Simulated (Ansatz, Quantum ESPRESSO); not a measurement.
# SbAu (Pm-3m): from the cell to the phonon bands, part 2 of 4

Aim: the phonon dispersion of SbAu (Pm-3m), checked by a second program.

Quantum ESPRESSO 7.5; DFT PBE, scalar-relativistic, plane waves, SPMS norm-conserving pseudopotentials.

So far. Step 2 (A first look): No gap opens on this mesh, so smearing is kept; the start stands at 4.2 GPa. Step 4 (Self-consistent run for the response): The cell stands at 0.01 GPa, close enough for phonons. The relaxed cell has a = 3.553 Å (conventional setting).

The structure was built from a prototype and need not be the compound's stable phase.

### 5. Phonons on a q mesh

Linear response treats each wavevector in the unit cell, with no supercell; the 2×2×2 mesh fixes the range of the force constants to be had.

The input, ph.in:

```
phonons
 &inputph
    prefix='x',
    outdir='./tmp',
    fildyn='x.dyn',
    tr2_ph=1.0d-18,
    alpha_mix(1)=0.4,
    nmix_ph=8,
    ldisp=.true.,
    nq1=2,
    nq2=2,
    nq3=2,
 /
```

Launch:

```
OMP_NUM_THREADS=1 mpirun -n 4 ph.x -nk 4 -in ph.in > ph.out
```

The log of the run:

```text
[banners, grids, parts of the stress and lines that vanish by symmetry left out]
[banner, memory and clock lines left out]
Program PHONON v.7.5

     ./tmp/x.save/

     IMPORTANT: XC functional enforced from input :
     Exchange-correlation= PBE
                           (   1   4   3   4   0   0   0)
     Any further DFT definition will be discarded
     Please, verify this is what you really want

     G-vector sticks info

     Reading collected, re-writing distributed wavefunctions in ./tmp/

     Dynamical matrices for ( 2, 2, 2)  uniform grid of q-points
     (   4 q-points):
       N         xq(1)         xq(2)         xq(3)
       1   0.000000000   0.000000000   0.000000000
       2   0.000000000   0.000000000  -0.500000000
       3   0.000000000  -0.500000000  -0.500000000
       4  -0.500000000  -0.500000000  -0.500000000

     Number and degeneracy of irreps per q-point
       N         xq(1)         xq(2)         xq(3)   N irreps
       1   0.000000000   0.000000000   0.000000000       2
        3   3
       2   0.000000000   0.000000000  -0.500000000       4
        1   2   1   2
       3   0.000000000  -0.500000000  -0.500000000       4
        1   1   2   2
       4  -0.500000000  -0.500000000  -0.500000000       2
        3   3

     Calculation of q =    0.0000000   0.0000000   0.0000000

     phonons

     bravais-lattice index     =            0
     lattice parameter (alat)  =       6.7135  a.u.
     unit-cell volume          =     302.5809 (a.u.)^3
     number of atoms/cell      =            2
     number of atomic types    =            2
     kinetic-energy cut-off    =      60.0000  Ry
     charge density cut-off    =     240.0000  Ry
     convergence threshold     =      1.0E-18
     beta                      =       0.4000
     number of iterations used =            8
     Exchange-correlation= PBE
                           (   1   4   3   4   0   0   0)

     celldm(1)=    6.71347  celldm(2)=    0.00000  celldm(3)=    0.00000
     celldm(4)=    0.00000  celldm(5)=    0.00000  celldm(6)=    0.00000

     crystal axes: (cart. coord. in units of alat)
               a(1) = (  1.0000  0.0000  0.0000 )
               a(2) = (  0.0000  1.0000  0.0000 )
               a(3) = (  0.0000  0.0000  1.0000 )

     reciprocal axes: (cart. coord. in units 2 pi/alat)
               b(1) = (  1.0000  0.0000  0.0000 )
               b(2) = (  0.0000  1.0000  0.0000 )
               b(3) = (  0.0000  0.0000  1.0000 )

     Atoms inside the unit cell:

     Cartesian axes

     site n.  atom      mass           positions (alat units)
        1  Au    196.9666   tau(    1) = (    0.00000    0.00000    0.00000  )
        2  Sb    121.7600   tau(    2) = (    0.50000    0.50000    0.50000  )

     Computing dynamical matrix for
                    q = (   0.0000000   0.0000000   0.0000000 )

     49 Sym.Ops. (with q -> -q+G )

     G cutoff =  273.9970  (  18949 G-vectors)     FFT grid: ( 36, 36, 36)

     number of k points=    56  Marzari-Vanderbilt smearing, width (Ry)=  0.0200

     PseudoPot. # 1 for Au read from file:
     ./pseudo/Au.upf
     Pseudo is Norm-conserving + core correction, Zval = 19.0
     Using radial grid of 1358 points,  7 beta functions with:
                l(1) =   0
                l(2) =   0
                l(3) =   1
                l(4) =   1
                l(5) =   2
                l(6) =   2
                l(7) =   3

     PseudoPot. # 2 for Sb read from file:
     ./pseudo/Sb.upf
     Pseudo is Norm-conserving + core correction, Zval = 15.0
     Using radial grid of 1434 points,  8 beta functions with:
                l(1) =   0
                l(2) =   0
                l(3) =   1
                l(4) =   1
                l(5) =   2
                l(6) =   2
                l(7) =   3
                l(8) =   3

     Mode symmetry, O_h (m-3m)  point group:

     Atomic displacements:
     There are    2 irreducible representations

     Representation     1      3 modes -  To be done

     Representation     2      3 modes -  To be done

     Alpha used in Ewald sum =   2.2000

     Representation #   1 modes #   1   2   3

     Self-consistent Calculation
      iter #   1   av.it.:   7.6
      thresh= 1.000E-02 alpha_mix =  0.400 |ddv_scf|^2 =  6.774E-06
      iter #   2   av.it.:  12.0
      thresh= 2.603E-04 alpha_mix =  0.400 |ddv_scf|^2 =  6.661E-08
      iter #   3   av.it.:  12.4
      thresh= 2.581E-05 alpha_mix =  0.400 |ddv_scf|^2 =  8.232E-09
      iter #   4   av.it.:  12.5
      thresh= 9.073E-06 alpha_mix =  0.400 |ddv_scf|^2 =  6.846E-10
      iter #   5   av.it.:  12.7
      thresh= 2.616E-06 alpha_mix =  0.400 |ddv_scf|^2 =  4.724E-11
      iter #   6   av.it.:  12.4
      thresh= 6.873E-07 alpha_mix =  0.400 |ddv_scf|^2 =  6.284E-13
      iter #   7   av.it.:  12.3
      thresh= 7.927E-08 alpha_mix =  0.400 |ddv_scf|^2 =  9.803E-14
      iter #   8   av.it.:  12.8
      thresh= 3.131E-08 alpha_mix =  0.400 |ddv_scf|^2 =  1.693E-15
      iter #   9   av.it.:  13.1
      thresh= 4.115E-09 alpha_mix =  0.400 |ddv_scf|^2 =  1.259E-17
      iter #  10   av.it.:  11.8
      thresh= 3.548E-10 alpha_mix =  0.400 |ddv_scf|^2 =  2.765E-18
      iter #  11   av.it.:  12.7
      thresh= 1.663E-10 alpha_mix =  0.400 |ddv_scf|^2 =  1.660E-20

     End of self-consistent calculation

     Convergence has been achieved

     Representation #   2 modes #   4   5   6

     Self-consistent Calculation
      iter #   1   av.it.:   8.1
      thresh= 1.000E-02 alpha_mix =  0.400 |ddv_scf|^2 =  1.246E-05
      iter #   2   av.it.:  12.1
      thresh= 3.530E-04 alpha_mix =  0.400 |ddv_scf|^2 =  1.558E-07
      iter #   3   av.it.:  12.6
      thresh= 3.947E-05 alpha_mix =  0.400 |ddv_scf|^2 =  6.688E-09
[...]
End of self-consistent calculation

     Convergence has been achieved

     Number of q in the star =    1
     List of q in the star:
          1   0.000000000   0.000000000   0.000000000

     Diagonalizing the dynamical matrix

     q = (    0.000000000   0.000000000   0.000000000 )

 **************************************************************************
     freq (    1) =      -0.004678 [THz] =      -0.156027 [cm-1]
     freq (    2) =      -0.004678 [THz] =      -0.156027 [cm-1]
     freq (    3) =      -0.004678 [THz] =      -0.156027 [cm-1]
     freq (    4) =       1.633531 [THz] =      54.488718 [cm-1]
     freq (    5) =       1.633531 [THz] =      54.488718 [cm-1]
     freq (    6) =       1.633531 [THz] =      54.488718 [cm-1]
 **************************************************************************

     Mode symmetry, O_h (m-3m)  point group:

     freq (   1-   3) =         -0.2  [cm-1]   --> T_1u G_15  G_4- I
     freq (   4-   6) =         54.5  [cm-1]   --> T_1u G_15  G_4- I

     Calculation of q =    0.0000000   0.0000000  -0.5000000
     [... set-up and bands at k+q left out ...]

     Mode symmetry, D_4h(4/mmm) point group:

     Atomic displacements:
     There are    4 irreducible representations

     Representation     1      1 modes -  To be done

     Representation     2      2 modes -  To be done

     Representation     3      1 modes -  To be done

     Representation     4      2 modes -  To be done

     Message from routine init_vloc:
     Interpolation table for Vloc re-allocated

     Alpha used in Ewald sum =   2.2000

     Representation #   1 mode #   1

     Self-consistent Calculation

[...]
End of self-consistent calculation

     Convergence has been achieved

     Representation #   2 modes #   2   3

     Self-consistent Calculation

[...]
End of self-consistent calculation

     Convergence has been achieved

     Representation #   3 mode #   4

     Self-consistent Calculation

[...]
End of self-consistent calculation

     Convergence has been achieved

     Representation #   4 modes #   5   6

     Self-consistent Calculation

[...]
End of self-consistent calculation

     Convergence has been achieved

     Number of q in the star =    3
     List of q in the star:
          1   0.000000000   0.000000000  -0.500000000
          2   0.000000000  -0.500000000   0.000000000
          3  -0.500000000   0.000000000   0.000000000

     Diagonalizing the dynamical matrix

     q = (    0.000000000   0.000000000  -0.500000000 )

 **************************************************************************
     freq (    1) =      -1.034567 [THz] =     -34.509433 [cm-1]
     freq (    2) =      -1.034567 [THz] =     -34.509433 [cm-1]
     freq (    3) =       1.400181 [THz] =      46.705010 [cm-1]
     freq (    4) =       1.400181 [THz] =      46.705010 [cm-1]
     freq (    5) =       1.777433 [THz] =      59.288794 [cm-1]
     freq (    6) =       3.227207 [THz] =     107.648030 [cm-1]
 **************************************************************************

     Mode symmetry, D_4h(4/mmm) point group:

     freq (   1-   2) =        -34.5  [cm-1]   --> E_g  X_5  M_5
     freq (   3-   4) =         46.7  [cm-1]   --> E_u  X_5' M_5'
     freq (   5-   5) =         59.3  [cm-1]   --> A_2u X_4' M_4'
     freq (   6-   6) =        107.6  [cm-1]   --> A_1g X_1  M_1

     Calculation of q =    0.0000000  -0.5000000  -0.5000000
     [... set-up and bands at k+q left out ...]

     Mode symmetry, D_4h(4/mmm) point group:

     Atomic displacements:
     There are    4 irreducible representations

     Representation     1      1 modes -  To be done

     Representation     2      1 modes -  To be done

     Representation     3      2 modes -  To be done

     Representation     4      2 modes -  To be done

     Alpha used in Ewald sum =   2.2000

     Representation #   1 mode #   1

     Self-consistent Calculation

[...]
End of self-consistent calculation

     Convergence has been achieved

     Representation #   2 mode #   2

     Self-consistent Calculation

[...]
End of self-consistent calculation

     Convergence has been achieved

     Representation #   3 modes #   3   4

     Self-consistent Calculation

[...]
End of self-consistent calculation

     Convergence has been achieved

     Representation #   4 modes #   5   6

     Self-consistent Calculation

[...]
End of self-consistent calculation

     Convergence has been achieved

     Number of q in the star =    3
     List of q in the star:
          1   0.000000000  -0.500000000  -0.500000000
          2  -0.500000000  -0.500000000   0.000000000
          3  -0.500000000   0.000000000  -0.500000000

     Diagonalizing the dynamical matrix

     q = (    0.000000000  -0.500000000  -0.500000000 )

 **************************************************************************
     freq (    1) =      -0.503732 [THz] =     -16.802682 [cm-1]
     freq (    2) =      -0.276942 [THz] =      -9.237789 [cm-1]
     freq (    3) =       0.545790 [THz] =      18.205589 [cm-1]
     freq (    4) =       0.545790 [THz] =      18.205589 [cm-1]
     freq (    5) =       2.714510 [THz] =      90.546304 [cm-1]
     freq (    6) =       2.714510 [THz] =      90.546304 [cm-1]
 **************************************************************************

     Mode symmetry, D_4h(4/mmm) point group:

     freq (   1-   1) =        -16.8  [cm-1]   --> B_1u X_2' M_2'
     freq (   2-   2) =         -9.2  [cm-1]   --> A_2u X_4' M_4'
     freq (   3-   4) =         18.2  [cm-1]   --> E_u  X_5' M_5'
     freq (   5-   6) =         90.5  [cm-1]   --> E_u  X_5' M_5'

     Calculation of q =   -0.5000000  -0.5000000  -0.5000000
     [... set-up and bands at k+q left out ...]

     Mode symmetry, O_h (m-3m)  point group:

     Atomic displacements:
     There are    2 irreducible representations

     Representation     1      3 modes -  To be done

     Representation     2      3 modes -  To be done

     Alpha used in Ewald sum =   2.2000

     Representation #   1 modes #   1   2   3

     Self-consistent Calculation

[...]
End of self-consistent calculation

     Convergence has been achieved

     Representation #   2 modes #   4   5   6

     Self-consistent Calculation

[...]
iter #   4   av.it.:  12.7
      thresh= 1.474E-05 alpha_mix =  0.400 |ddv_scf|^2 =  1.525E-10

      iter #   5   av.it.:  13.0
      thresh= 1.235E-06 alpha_mix =  0.400 |ddv_scf|^2 =  5.951E-12

      iter #   6   av.it.:  12.9
      thresh= 2.439E-07 alpha_mix =  0.400 |ddv_scf|^2 =  4.608E-13

      iter #   7   av.it.:  13.0
      thresh= 6.789E-08 alpha_mix =  0.400 |ddv_scf|^2 =  4.228E-15

      iter #   8   av.it.:  12.9
      thresh= 6.502E-09 alpha_mix =  0.400 |ddv_scf|^2 =  2.227E-16

      iter #   9   av.it.:  13.0
      thresh= 1.492E-09 alpha_mix =  0.400 |ddv_scf|^2 =  1.092E-17

      iter #  10   av.it.:  13.1
      thresh= 3.304E-10 alpha_mix =  0.400 |ddv_scf|^2 =  5.151E-20

     End of self-consistent calculation

     Convergence has been achieved

     Number of q in the star =    1
     List of q in the star:
          1  -0.500000000  -0.500000000  -0.500000000

     Diagonalizing the dynamical matrix

     q = (   -0.500000000  -0.500000000  -0.500000000 )

 **************************************************************************
     freq (    1) =      -0.662379 [THz] =     -22.094600 [cm-1]
     freq (    2) =      -0.662379 [THz] =     -22.094600 [cm-1]
     freq (    3) =      -0.662379 [THz] =     -22.094600 [cm-1]
     freq (    4) =       1.836635 [THz] =      61.263565 [cm-1]
     freq (    5) =       1.836635 [THz] =      61.263565 [cm-1]
     freq (    6) =       1.836635 [THz] =      61.263565 [cm-1]
 **************************************************************************

     Mode symmetry, O_h (m-3m)  point group:

     freq (   1-   3) =        -22.1  [cm-1]   --> T_2g G_25' G_5+
     freq (   4-   6) =         61.3  [cm-1]   --> T_1u G_15  G_4-


[key lines of the parts left out:]
the Fermi energy is    15.8465 ev
```

Run time: 25 min. Hardware: 4 MPI ranks of Arm Neoverse V1, shared host; 1.7 h of CPU time.

This step gave:

```
largest acoustic frequency at the zone centre before the sum rule  : -0.16 cm⁻¹
highest optical zone-centre mode (no LO-TO term)                   : 54.49 cm⁻¹
lowest optical zone-centre mode                                    : 54.49 cm⁻¹
lowest mode on the q mesh (acoustic ones at the zone centre apart) : -34.51 cm⁻¹
```

Frequencies (cm⁻¹) at each irreducible wavevector; negative means imaginary. Frequencies by wavevector:

```tsv
q (fractions)	star	mode 1	mode 2	mode 3	mode 4	mode 5	mode 6
0 0 0	1	-0.16	-0.16	-0.16	54.49	54.49	54.49
0 0 -0.5	3	-34.51	-34.51	46.71	46.71	59.29	107.7
0 -0.5 -0.5	3	-16.8	-9.24	18.21	18.21	90.55	90.55
-0.5 -0.5 -0.5	1	-22.09	-22.09	-22.09	61.26	61.26	61.26
```

The acoustic modes at Γ come out as far as 0.2 cm⁻¹ from zero, where they should vanish, a small numerical error.

### 6. Fourier transform to real space

The dynamical matrices of the mesh are Fourier-transformed to force constants in real space.

The input, q2r.in:

```
 &input
    fildyn='x.dyn',
    zasr='simple',
    flfrc='x.fc',
 /
```

Launch:

```
q2r.x < q2r.in > q2r.out
```

The log of the run:

```text
[banners, grids, parts of the stress and lines that vanish by symmetry left out]
[banner, memory and clock lines left out]
Program Q2R v.7.5

  reading grid info from file x.dyn0

  reading force constants from file x.dyn1
  Dielectric Tensor not found
  nqs=            1
 q=   0.00000000  0.00000000  0.00000000
  reading force constants from file x.dyn2
  nqs=            3
 q=   0.00000000  0.00000000 -0.50000000
[...]
reading force constants from file x.dyn3
  nqs=            3
[...]
q=  -0.50000000  0.00000000 -0.50000000
  reading force constants from file x.dyn4
  nqs=            1
 q=  -0.50000000 -0.50000000 -0.50000000

      q-space grid ok, #points =    8

      fft-check success (sum of imaginary terms < 10^-12)
```

The job ended after 0.46 s (1 thread).

### 7. Interpolated phonon bands

From the force constants any wavevector is cheap; points of the mesh come back as solved, but for the sum rule and, in polar crystals, the LO-TO term at Γ; the rest is interpolation.

The input, matdyn.in:

```
 &input
    asr='simple',
    flfrc='x.fc',
    flfrq='x.freq',
    flvec='x.modes',
    q_in_band_form=.true.,
    q_in_cryst_coord=.true.,
 /
8
  0.0000000   0.0000000   0.0000000  12  ! GAMMA
  0.0000000   0.5000000   0.0000000  12  ! X
  0.5000000   0.5000000   0.0000000  12  ! M
  0.0000000   0.0000000   0.0000000  12  ! GAMMA
  0.5000000   0.5000000   0.5000000  12  ! R
  0.0000000   0.5000000   0.0000000   1  ! X
  0.5000000   0.5000000   0.5000000  12  ! R
  0.5000000   0.5000000   0.0000000   1  ! M
```

Launch:

```
matdyn.x -in matdyn.in > matdyn.out
```

The log of the run:

```text
[banner, memory and clock lines left out]
Program MATDYN v.7.5

 mass for atomic type   1 not given; uses mass from file x.fc
 mass for atomic type   2 not given; uses mass from file x.fc
     Message from routine matdyn:
     Z* not found in file x.fc, TO-LO splitting at q=0 will be absent!
     Message from routine matdyn:
     Z* not found in file x.fc, TO-LO splitting at q=0 will be absent!

Note: The following floating-point exceptions are signalling: IEEE_UNDERFLOW_FLAG
```

It took 0.46 s on 1 thread.

Read from the output:

```
lowest frequency on the path : -34.53 cm⁻¹
```

Matdyn.x, sum rule simple. The phonon branches at the labelled points (cm⁻¹):

```tsv
point	branch 1	branch 2	branch 3	branch 4	branch 5	branch 6
Γ	0	0	0	54	54	54
halfway	-15	-15	46	47	47	83
X	-34	-34	47	47	59	108
halfway	-27	14	32	39	72	98
M	-17	-9	18	18	90	90
halfway	-22	27	40	44	70	79
Γ	0	0	0	54	54	54
halfway	22	27	27	65	65	67
R	-22	-22	-22	61	61	61
halfway	-26	29	32	46	69	84
X	-34	-34	47	47	59	108
jump to R	-22	-22	-22	61	61	61
halfway	-20	21	21	43	74	74
M	-17	-9	18	18	90	90
```

The phonon branches as a text plot (rows in cm⁻¹):

```
    105 |      ****                                    ***
     99 |     *    **                                 *
     93 |    *       ****                            *          *
     87 |             *  ***                                   *
     81 |   *        *     **                       *         *
     75 |           *       **                     *         *
     69 |  *       *          *         ****      ****      *
     63 |        **          * *     ****** ******    **  **
     57 |**   ***             *******      ***  **      ** *
     51 |*** *                 *** ****           **
     45 |   *******          **                     ******  **
     40 |          *        *        **
     34 |  *        **     **  *       *           ****
     28 |           *    *****  *   *  ****       ****        *
     22 | *          ******   *       * *  *      *   *      ***
     16 |           **** *     **  ***           *          *  **
     10 |*            *          *       *  **
      4 |**                     ** *
     -2 |  *       *    *         *                             *
     -8 |              *       *                *          *
    -14 |   *                 *           *
    -20 |    *       ******  *             *******        *******
    -26 |         * *      **                     ******
    -32 |     ******                                   ***
         Γ      X      M          Γ            R        X|R     M
```

Lowest modes at the softest wavevector of the mesh; phase exp(i q.(R + tau)). The modes at q = (0.000, 0.000, 0.500) (shares of kinetic energy by element, %) (negative means imaginary):

```tsv
mode	frequency (cm⁻¹)	Au %	Sb %
1	-34.5	0	100
2	-34.5	0	100
3	46.7	100	0
4	46.7	100	0
5	59.3	100	0
6	107.6	0	100
```

Displacements in mode 2 (-34.5 cm⁻¹), the largest set to 1, in the home cell:
```
Au1 0.00 0.00 0.00
Sb2 0.00 1.00 0.00
```

Displacements in mode 6 (107.6 cm⁻¹), the largest set to 1, in the home cell:
```
Au1 0.00 0.00 0.00
Sb2 0.00 0.00 1.00
```

Force constants by pair (phonopy on the run's constants); pairs near half the supercell's span include their periodic images. Pair force constants, by row:

```tsv
atom	neighbour	distance (Å)	third of the trace (eV/Å²)	along the pair's line (eV/Å²)
Au1	itself	0	1.61	–
Au1	Sb	3.077	-0.1027	-0.6066
Au1	Au	3.553	-0.1507	-0.6297
Au1	Au	5.024	0.0535	0.132
Au1	Au	6.153	-0.4966	-0.4966
Sb2	itself	0	1.244	–
Sb2	Au	3.077	-0.1027	-0.6066
Sb2	Sb	3.553	0.0838	-1.337
Sb2	Sb	5.024	-0.3143	-0.5574
Sb2	Sb	6.153	0.2684	0.2684
```

Mode patterns, pair constants, displacements and means over the zone were worked out by phonopy from the force constants of q2r.x.

The path dips to 35i cm⁻¹.

(Continued in part 3 of 4.)

[Host names and launcher messages were left out of these logs when they were recorded.]

[Logs are printed without paths, hosts, clocks, repeated set-up lines and the standing remarks that a program may print on its own settings, such as how far it seeks lower states.]

[Hosts, paths, dates, database ids (printed as entryN), source tags and the programs' standing remarks are cut or masked in the printed files.]
